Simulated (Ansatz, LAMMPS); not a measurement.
# Glassy 77SiO2-6B2O3-8CaO-8MgO (mol %) (142 atoms): a single point

Aim: energy, forces, charges and density of states of glassy 77SiO2-6B2O3-8CaO-8MgO (mol %) (142 atoms) at a fixed geometry.

Calculated with Ansatz 0.2.0; Kohn-Sham DFT, r2SCAN, PAW (set soft_2), plane waves.

**1. Set-up**

The cell holds 142 atoms: 37 Si, 6 B, 4 Ca, 4 Mg and 91 O. Cell: a = 12.440 Å, b = 12.440 Å, c = 12.440 Å, α = 90.0°, β = 90.0°, γ = 90.0°. 142 atoms (37 Si, 6 B, 4 Ca, 4 Mg, 91 O) placed at random at 2.31 g/cm³, melted at 3000 K for 20 ps at fixed volume with the Buckingham and Coulomb pair potential of Guillot and Sator (Geochim. Cosmochim. Acta 71, 1249 (2007)) with the boron terms of Wang et al. (J. Non-Cryst. Solids 498, 294 (2018)). Quenched from 3000 K to 300 K at 300 K/ps and fixed volume, held 10 ps at zero pressure.

What the set-up can't give: The quench rate of 300 K/ps is many orders above laboratory rates, so the cell is likely richer in defects and strain than a real sample. The network of bonds at the start is that of the classical potential that made the cell, and needn't be the one that DFT or experiment would give. The Brillouin zone is sampled at Γ only, in a cell whose shortest periodic width is 12 Å.

**2. How the cell was made**

A classical potential supplies the starting structure, since it reaches far longer times than DFT.

This step: classical MD, Buckingham and Coulomb pair potential of Guillot and Sator (Geochim. Cosmochim. Acta 71, 1249 (2007)) with the boron terms of Wang et al. (J. Non-Cryst. Solids 498, 294 (2018)) (LAMMPS 22 Jul 2025 - Update 4).

Input file in.lmp:

```
# melt-quench of Si37B6Ca4Mg4O91
units metal
atom_style charge
boundary p p p
region box block 0 12.6576 0 12.6576 0 12.6576
create_box 5 box
mass 1 28.0850   # Si
mass 2 10.8100   # B
mass 3 40.0780   # Ca
mass 4 24.3050   # Mg
mass 5 15.9990   # O
create_atoms 1 random 37 896136 NULL overlap 1.5 maxtry 2000
create_atoms 2 random 6 896143 NULL overlap 1.5 maxtry 2000
create_atoms 3 random 4 896150 NULL overlap 1.5 maxtry 2000
create_atoms 4 random 4 896157 NULL overlap 1.5 maxtry 2000
create_atoms 5 random 91 896164 NULL overlap 1.5 maxtry 2000
pair_style buck/coul/long 9.0
pair_coeff * * 0.0 1.0 0.0
pair_coeff 1 5 50306.10 0.161 46.2978   # Si-O
pair_coeff 2 5 206941.81 0.124 35.0018   # B-O
pair_coeff 3 5 155667.70 0.178 42.2597   # Ca-O
pair_coeff 4 5 32652.64 0.178 27.281   # Mg-O
pair_coeff 5 5 9022.79 0.265 85.0921   # O-O
pair_coeff 2 2 484.40 0.35 0.0   # B-B
pair_coeff 1 2 337.70 0.29 0.0   # Si-B
set type 1 charge 1.89
set type 2 charge 1.4175
set type 3 charge 0.945
set type 4 charge 0.945
set type 5 charge -0.945
kspace_style pppm 1.0e-4
neigh_modify delay 0 every 1 check yes
thermo_style custom step time temp pe press density
thermo_modify norm yes
# [... 17 lines left out ...]
fix md all nvt temp 3000 300 0.1
run 9000 post no
unfix md
thermo 3333
fix md all npt temp 300 300 0.1 iso 0 0 1
run 10000 post no
unfix md
write_dump all custom glass.dump id type xs ys zs modify sort id
```

Launch:

```bash
> lmp -in in.lmp -log none -nocite
```

The log of the run:

```text
LAMMPS (22 Jul 2025 - Update 4)
Created orthogonal box = (0 0 0) to (12.6576 12.6576 12.6576)
Created 37 atoms
Created 6 atoms
Created 4 atoms
Created 4 atoms
Created 91 atoms
PPPM initialization ...
  G vector (1/distance) = 0.33732138
  grid = 12 12 12
  estimated relative force accuracy = 4.0576509e-05
   Step          Time           Temp          PotEng         Press         Density
         0   0              0             -1.1390282      815972.35      2.3070157
       100   0.1            0             -11.071308     -33454.518      2.3070157
       105   0.105          0             -11.080704     -34467.262      2.3070157
[... 19 lines left out ...]
[... 2 lines left out ...]
Loop time of 10.8507 s on 1 MPI rank(s) for 20000 steps with 142 atoms
   Step          Time           Temp          PotEng         Press         Density
[... 12 lines left out ...]
Loop time of 4.78205 s on 1 MPI rank(s) for 9000 steps with 142 atoms
   Step          Time           Temp          PotEng         Press         Density
[... 1 line left out ...]
     33330   33.33          299.21166     -11.249861      3187.8287      2.4557398
     36663   36.663         286.55109     -11.252485     -15712.9        2.4103813
     39996   39.996         293.19325     -11.254573     -2680.7163      2.4327252
     40000   40             294.83352     -11.254772     -6058.5661      2.4300673
Loop time of 6.67893 s on 1 MPI rank(s) for 10000 steps with 142 atoms
```

It took 23 s on 1 thread of Arm Neoverse V2, shared host; peak memory 0.079 GiB.

**3. Plane-wave single point**

One self-consistent run at the given positions yields energy and forces.

Input file input.yaml:

```yaml
crystal:
  lattice:
    - [12.44024, 0.0, 0.0]
    - [0.0, 12.44024, 0.0]
    - [0.0, 0.0, 12.44024]
  atoms:
    - { symbol: Si, position: [0.35076, 0.74097, 0.73227] }
    - { symbol: Si, position: [0.21842, 0.97044, 0.35498] }
    - { symbol: Si, position: [0.27518, 0.69808, 0.16207] }
    - { symbol: Si, position: [0.37737, 0.35451, 0.9104] }
    - { symbol: Si, position: [0.99225, 0.9826, 0.02883] }
    - { symbol: Si, position: [0.76649, 0.6203, 0.88943] }
    - { symbol: Si, position: [0.3061, 0.0911, 0.7696] }
    - { symbol: Si, position: [0.71333, 0.23326, 0.86747] }
    - { symbol: Si, position: [0.55458, 0.89295, 0.73838] }
    - { symbol: Si, position: [0.1753, 0.88597, 0.81701] }
    - { symbol: Si, position: [0.07628, 0.58764, 0.20744] }
    - { symbol: Si, position: [0.6845, 0.02465, 0.59909] }
    - { symbol: Si, position: [0.74445, 0.32686, 0.29133] }
    - { symbol: Si, position: [0.95793, 0.8176, 0.84782] }
    - { symbol: Si, position: [0.45678, 0.94026, 0.03955] }
    - { symbol: Si, position: [0.0445, 0.79317, 0.36826] }
    - { symbol: Si, position: [0.30552, 0.60322, 0.93255] }
    - { symbol: Si, position: [0.81726, 0.5795, 0.64158] }
    - { symbol: Si, position: [0.05563, 0.46439, 0.62296] }
    - { symbol: Si, position: [0.393, 0.36945, 0.65827] }
    - { symbol: Si, position: [0.69828, 0.73443, 0.21688] }
    - { symbol: Si, position: [0.49196, 0.68088, 0.30635] }
    - { symbol: Si, position: [0.45011, 0.01828, 0.25483] }
    - { symbol: Si, position: [0.68823, 0.08637, 0.35134] }
    - { symbol: Si, position: [0.35619, 0.99544, 0.53828] }
    - { symbol: Si, position: [0.61006, 0.4357, 0.58162] }
    - { symbol: Si, position: [0.82407, 0.35231, 0.05705] }
    - { symbol: Si, position: [0.5716, 0.71491, 0.98776] }
    - { symbol: Si, position: [0.3842, 0.36102, 0.30808] }
    - { symbol: Si, position: [0.57983, 0.48117, 0.97011] }
    - { symbol: Si, position: [0.85982, 0.93008, 0.23496] }
    - { symbol: Si, position: [0.06402, 0.58734, 0.84207] }
    [... 104 atom lines left out ...]
    - { symbol: O, position: [0.97828, 0.0806, 0.9456] }
    - { symbol: O, position: [0.81797, 0.39671, 0.37274] }
    - { symbol: O, position: [0.07703, 0.34332, 0.6659] }
    - { symbol: O, position: [0.05105, 0.68824, 0.28518] }
    - { symbol: O, position: [0.76958, 0.9224, 0.60389] }
    - { symbol: O, position: [0.99629, 0.18752, 0.78823] }
kpoints:
  mp_grid: { grid: [1, 1, 1] }
hamiltonian:
  xc: r2scan
scf:
  occupations: { method: fixed }
output:
  forces: true
  stress: true
  populations: true
  dos:
    method: { smearing: { sigma: 0.15 } }
    de: 0.1
    projected: { site_lists: { B: [B], Ca: [Ca], Mg: [Mg], O: [O], Si: [Si] } }
  eigenvalues: true
  write_density: true
  write_potential: true
  volumetric_format: npy
```

Launch:

```bash
> ansatz run input.yaml --threads 8 --pin off --max-ram 15872MiB --backend cpu --events-out ev --progress --plain --runs-dir out
```

The log of the run:

```text
Engine: ansatz 0.2.0, aarch64-unknown-linux-gnu
Pseudopotentials: kind: paw
Pseudopotential: Si, paw, valence charge 4, recommended cutoff 500 eV (meta_gga), Si.paw.azcp
Pseudopotential: B, paw, valence charge 3, recommended cutoff 500 eV (meta_gga), B.paw.azcp
Pseudopotential: Ca, paw, valence charge 10, recommended cutoff 500 eV (meta_gga), Ca.paw.azcp
Pseudopotential: Mg, paw, valence charge 10, recommended cutoff 500 eV (meta_gga), Mg.paw.azcp
Pseudopotential: O, paw, valence charge 6, recommended cutoff 500 eV (meta_gga), O.paw.azcp
[... 6 lines on functional and potentials left out ...]
Crystal: 142 atoms, lattice volume = 1925.246 Å³
Basis set: ecut = 500 eV, 48885 PW (Γ), exchange–correlation on 384×384×384 points (64 copies of the dense FFT grid, shifted against one another)
Bands: 538, of which v1, the nominal top of the filled ones, is band 396 counted from 1 (395 counted from 0)
Symmetry: 1 space group operations
Space group: P1 (ITA 1), of the structure as read, at distance tolerance 1.2e-4 Å
k-points: 1
[... 16 lines on functional and potentials left out ...]
Initial density: superposition of atomic densities (neutral atoms: chi_scale 0, normalization atom), corrected by the library's trained network
Initial wavefunctions: pseudopotential atomic-orbital guess
Functional: x = r2scan, c = r2scan; τ floored in thin density (d = 2e-4 eV/Å³)
SCF iter   1: F=—  HF=-91475.416718 eV  |F-HF|=—  |Δ(HF+E_count)|=         —  Δρ=8.15e-3  dr2=1.45e0  dr2_τ=1.13e1  ethr=1.77e-3  ⟨swp⟩=6.0  Hψ=2106  notcnv=0  defer=139
preconditioner: auto → Resta (q_TF=auto, 2.353 Å⁻¹)  ε∞=2.8  [insulator: Δε(μ)=3.803 eV  Ē_g=17.252 eV  n_scr=436 (ndim 8)  ℏωp=23.2 eV  f_vac=0.180  ε∞_Penn≈2.8]
SCF iter   2: F=—  HF=-91479.322273 eV  |F-HF|=—  |Δ(HF+E_count)|=    3.91e0  Δρ=4.98e-3  dr2=3.50e-1  dr2_τ=3.17e-2  ethr=1.83e-4  ⟨swp⟩=4.0  Hψ=1004  notcnv=0  defer=140
SCF iter   3: F=—  HF=-91479.277896 eV  |F-HF|=—  |Δ(HF+E_count)|=   4.44e-2  Δρ=1.57e-3  dr2=4.94e-2  dr2_τ=7.03e-3  ethr=4.42e-5  ⟨swp⟩=4.0  Hψ=781  notcnv=0  defer=140
SCF iter   4: F=—  HF=-91479.271665 eV  |F-HF|=—  |Δ(HF+E_count)|=   6.23e-3  Δρ=7.15e-4  dr2=8.33e-3  dr2_τ=1.48e-3  ethr=6.24e-6  ⟨swp⟩=3.0  Hψ=801  notcnv=0  defer=140
SCF iter   5: F=—  HF=-91479.270698 eV  |F-HF|=—  |Δ(HF+E_count)|=   9.67e-4  Δρ=1.86e-4  dr2=8.67e-4  dr2_τ=4.95e-5  ethr=1.05e-6  ⟨swp⟩=3.0  Hψ=900  notcnv=0  defer=140
SCF iter   6: F=—  HF=-91479.271180 eV  |F-HF|=—  |Δ(HF+E_count)|=   4.82e-4  Δρ=1.13e-4  dr2=2.22e-4  dr2_τ=2.57e-5  ethr=1.10e-7  ⟨swp⟩=3.0  Hψ=792  notcnv=0  defer=140
SCF iter   7: F=—  HF=-91479.271188 eV  |F-HF|=—  |Δ(HF+E_count)|=   7.69e-6  Δρ=3.06e-5  dr2=1.87e-5  dr2_τ=2.13e-6  ethr=2.80e-8  ⟨swp⟩=3.0  Hψ=724  notcnv=0  defer=140
SCF iter   8: F=—  HF=-91479.271816 eV  |F-HF|=—  |Δ(HF+E_count)|=   6.28e-4  Δρ=1.41e-5  dr2=4.36e-6  dr2_τ=3.99e-7  ethr=2.37e-9  ⟨swp⟩=3.0  Hψ=916  notcnv=0  defer=140
SCF iter   9: F=—  HF=-91479.271819 eV  |F-HF|=—  |Δ(HF+E_count)|=   3.33e-6  Δρ=5.55e-6  dr2=6.28e-7  dr2_τ=6.96e-8  ethr=5.51e-10  ⟨swp⟩=3.0  Hψ=704  notcnv=0  defer=140
SCF iter  10: F=—  HF=-91479.271820 eV  |F-HF|=—  |Δ(HF+E_count)|=   6.33e-7  Δρ=2.41e-6  dr2=1.31e-7  dr2_τ=1.35e-8  ethr=7.93e-11  ⟨swp⟩=3.0  Hψ=780  notcnv=0  defer=140
SCF iter  11: F=-91479.271820 eV  HF=-91479.271820 eV  |F-HF|=5.65e-8  |Δ(HF+E_count)|=   2.03e-7  Δρ=8.13e-7  dr2=2.03e-8  dr2_τ=1.39e-9  ethr=1.26e-11  ⟨swp⟩=26.0  Hψ=6018  notcnv=0
SCF 1 converged in 11 iterations: F = -91479.271820 eV  dr2 = 2.03e-8
  greatest PAW one-centre occupation: 1.000 electrons in one spin orbital (limit 2), on the Mg atom at site 50 (counted from 0), in its partial waves of l = 0
WARN: The input density's exchange-correlation potential varies sharply where the density is thin. Do not read a vacuum level from v_tot or v_xc, or from such a field of the output density. On a cell that repeats whose density bears no net charge and no dipole along the vacuum's axis use v_es (v_loc + v_h of the components); [...]
SCF converged after 11 iterations
Free energy (F): -91479.271820 eV
Harris-Foulkes:  -91479.271820 eV  (|F-HF|=5.65e-8)
Internal energy: -91479.271820 eV  (E = F + TS)
E sigma→0 (E₀):  -91479.271820 eV
Fermi energy:    3.743396 eV
--- Per-component energies (eV) ---
  E_band       = -5975.345215
  E_kinetic    = 19630.241387
  E_local      = -66019.242077  (includes V_loc(G=0)·N_el)
  E_nonlocal   = 5847.223430
  E_hartree    = 25258.283576
  E_xc         = -9477.130738
  E_vxc        = -12761.133045  (∫ρ·V_xc dr)
  E_paw        = -38979.753337  (= ΣΔE_a)
  E_vpaw       = -3995.349652  (= ΣTr[D̂ρ^β])
  E_aug_tail   = 0.096105  (compensation charges beyond the density's cutoff)
  E_vtau       = 806.237119  (kinetic-family band-sum trace: ∫τ·v_τ [+ j·A + Jᵃ·Aᵃ] dr)
  E_ewald      = -27732.157378
  E_core_change = -6.832790  (= ΣΔE_core)
  E_smearing   = -0.000000  (= −TS)
  E_closure    = -0.000000  (closes the sum)
  Σ components = -91479.271820   (vs F -91479.271820, Δ=0.00e0)
--- Forces (eV/Å), atoms counted from 1 ---
  atom   1  Si     0.43475061    -0.80009957    -0.72418895
  atom   2  Si    -0.03873171     2.55680713    -0.04255542
  atom   3  Si     2.27383782    -0.26798993    -1.27027589
  atom   4  Si    -0.88499021     1.20685275     0.69831728
  atom   5  Si    -1.45758943    -1.07442107    -1.52792193
  atom   6  Si    -1.19901515    -0.46560118     0.35229022
  atom   7  Si     0.66371122    -1.56154641    -0.29016720
  atom   8  Si     1.03407492    -1.29252889    -0.05349602
  atom   9  Si     0.85164095     1.25588838    -0.13912549
  atom  10  Si    -0.49175081     0.21827555     1.02338867
  atom  11  Si    -3.71353808    -0.82556008     0.27945540
  atom  12  Si     0.23961039    -0.00570856     0.51584584
  atom  13  Si    -0.27131996     0.67553783    -0.34298243
  atom  14  Si     0.88433636     1.21161691    -1.37198315
[...]
atom 141  O      1.05823177     0.86063640    -0.38753862
  atom 142  O     -1.06774445    -1.12129422    -0.12629741
  max |Σ_I F_I| component: 2.06e-4 eV/Å
--- Stress (GPa, compression-positive) ---
       -6.307153       0.193150       0.115785
        0.193153      -6.061217      -0.034048
        0.115782      -0.034050      -4.243443
  P = ⅓ Tr σ = -5.5373 GPa (-55.373 kbar)
--- Band table (eV) ---
  k-point 0: bands = ["-74.3901", "-74.3162", "-73.6063", "-73.5803", [... 522 levels ...], "13.6367", "13.6399", "13.6963", "13.7357", "13.7461", "13.7845", "13.8012", "13.8467", "13.8813", "13.9183", "13.9370", "13.9667"]
--- Löwdin populations: 142 sites ---
  site symbol       q [e]
     0     Si      2.1154
     1     Si      2.2274
     2     Si      2.1634
[...]
141      O      6.6242
  spilling = 0.012785 (of n_electrons = 792.000000)
```

It took 55 s on 8 threads of Arm Neoverse V2, shared host; peak memory 6 GiB.

The program notes that the exchange-correlation potential is rough where the density is thin.

The run gave:

```
free energy                                      : -91479.2718 eV
free energy per atom                             : -644.2202 eV/atom
SCF cycles                                       : 11
pressure                                         : -5.537 GPa
r.m.s. force component                           : 1.013 eV/Å
longest force                                    : 4.699 eV/Å
Fermi energy                                     : 3.743 eV
gap (highest filled to lowest empty level) : 3.135 eV
spilling of the projection                       : 0.01278
```

Length of the force by element:

| element | coordination | atoms | mean length of the force (eV/Å) | spread | least | most |
| --- | --- | --- | --- | --- | --- | --- |
| B | all | 6 | 1.55 | 0.743 | 0.319 | 2.59 |
| Ca | all | 4 | 1.94 | 0.646 | 0.859 | 2.57 |
| Mg | all | 4 | 1.45 | 0.605 | 0.804 | 2.30 |
| O | all | 91 | 1.23 | 0.610 | 0.148 | 2.92 |
| Si | all | 37 | 2.25 | 0.961 | 0.569 | 4.70 |

Löwdin charges by element (they lack the spilled electrons, 0.071 e an atom on average):

| element | coordination | atoms | mean charge (e) | spread | least | most |
| --- | --- | --- | --- | --- | --- | --- |
| B | all | 6 | 0.700 | 0.0414 | 0.633 | 0.742 |
| Ca | all | 4 | 1.79 | 0.0199 | 1.76 | 1.81 |
| Mg | all | 4 | 1.66 | 0.0111 | 1.64 | 1.67 |
| O | all | 91 | -0.824 | 0.121 | -1.11 | -0.600 |
| Si | all | 37 | 1.81 | 0.0417 | 1.70 | 1.88 |

States in the cell by windows of 1 eV, zero at the Fermi level; the larger projections on atomic orbitals stand beside the total:

```
from (eV)  to (eV)  total   O p  Si p
      -10       -9   21.8  15.3   1.5
       -9       -8   30.6  22.3   3.6
       -8       -7   49.4  37.5   8.1
       -7       -6   36.3  28.4   5.3
       -6       -5   50.8  42.4   3.8
       -5       -4   85.8  76.2   4.4
       -4       -3   94.0  87.3   2.7
       -3       -2   91.6  87.3   1.5
       -2       -1   42.8  41.0   0.6
       -1        0   13.3  12.4   0.4
        0        1    1.4   1.3   0.1
        1        2    0.0   0.0   0.0
        2        3    0.1   0.0   0.0
        3        4    5.8   0.3   0.3
        4        5   16.8   1.0   1.6
```

With fixed occupations the program's Fermi level is the highest filled level; weight inside the gap is the broadening of levels at its edges.

Between -26 and -10 eV lie 234 more states.

The stored curve holds about 752 of the 792 electrons; the rest, give or take the few that broadening carries across the Fermi level, lie in deeper levels below its range.

The levels nearest the highest filled one (over half full), pooled over k-points and spins:

| level less the highest filled one (eV) | occupation |
| --- | --- |
| -0.705 | 2 |
| -0.596 | 2 |
| -0.470 | 2 |
| -0.446 | 2 |
| -0.169 | 2 |
| 0 | 2 |
| 3.14 | 0 |
| 3.73 | 0 |
| 3.92 | 0 |
| 4.03 | 0 |
| 4.25 | 0 |
| 4.48 | 0 |

Valence density in the ac plane at fractional y = 0.449, with atoms of Si and B and Mg and O within 0.2 Å of it. It is the smooth field of the valence electrons, not physical close to the nuclei.

Ten steps, logarithmic in the rise over the least value, from '0' (0 e/Å³) to '9' (19 e/Å³), each cell a mean:
```
33211000135764211222111222100000012
55310000025654211232112233100000124
54310000012322101121111122100000124
22100000000000000000000000000000012
00000000000000000000000000000000000
00000000000000000110000000000000000
01111000000000012443100000000000000
11221000012221125775310010000001111
11111000146643124665321222100013332
21121000257753112233211232100013432
23443100135542100112211221100011221
24675210011110000134432100000000001
24665210000000001245531000000000000
12332221001222100134321000012210000
00112687313554210001110000134421000
12212798424665310000011111123321000
45542243112343211001234421111110001
46642000000111122222345431000000002
24321000000001234432333210000000001
01100000000000133333332100000000000
00011110012100011124664200012331000
00123321012100000024776310024653100
00123321001110000013554200124553100
11122210013432100112222100012321000
```
Columns run along a (12.4 Å), rows up along c (12.4 Å). Atoms in or near the plane, at fractional coordinates: Si at (0.06, 0.62), Si at (0.61, 0.58), B at (0.56, 0.21), Mg at (0.18, 0.36), O at (0.60, 0.10), O at (0.51, 0.67), O at (0.08, 0.49), O at (0.31, 0.60).

Electrostatic potential energy in the ac plane at fractional y = 0.449, with atoms of Si and B and Mg and O within 0.2 Å of it. With pseudopotentials it is smooth inside the atoms' cores, unlike the true potential.

Ten even steps from '0' (-41 eV) to '9' (10 eV), each cell a mean:
```
76678999993026998850004799999999998
34789999995237888863236889999999996
35899999999888889988778999999999996
99999999999999999999999999999999999
99999999999999999999999999999999999
99999999999999999999999999999999999
88889999999998898768999999999999999
64357999999987785103888999999999998
20005899983367786213434689999998787
30016899950038889875000378999998777
75457999985579999985100479999999988
85104999999998889986556789999999998
86114899999999899963488999999998888
88878767899999999997899999999998888
89986101588436999999998888987788888
99986000487214899999998888987899999
74478545789767889999876788999999999
62269888899988888875654689999999999
97799999988889976620047899999999999
99999999877789987741158999999999999
99999998765678999986226999999899999
99998898765678999995003899986237999
99998899887889999987446999986248999
88889999998779999874236899998889999
```
Columns run along a (12.4 Å; values clipped at the 3rd and 97th percentile), rows up along c (12.4 Å). Atoms in or near the plane, at fractional coordinates: Si at (0.06, 0.62), Si at (0.61, 0.58), B at (0.56, 0.21), Mg at (0.18, 0.36), O at (0.60, 0.10), O at (0.51, 0.67), O at (0.08, 0.49), O at (0.31, 0.60).

Mean Löwdin charges: B +0.70, Ca +1.79, Mg +1.66, O -0.82, Si +1.81 e (they miss 1.3 % of the electrons, so they add up to more than the cell's charge).

[end of part 1 of 2]

[Logs are printed without paths, hosts, clocks, repeated set-up lines and the standing remarks that a program may print on its own settings, such as how far it seeks lower states.]

[Hosts, paths, dates, database ids (printed as entryN), source tags and the programs' standing remarks are cut or masked in the printed files.]
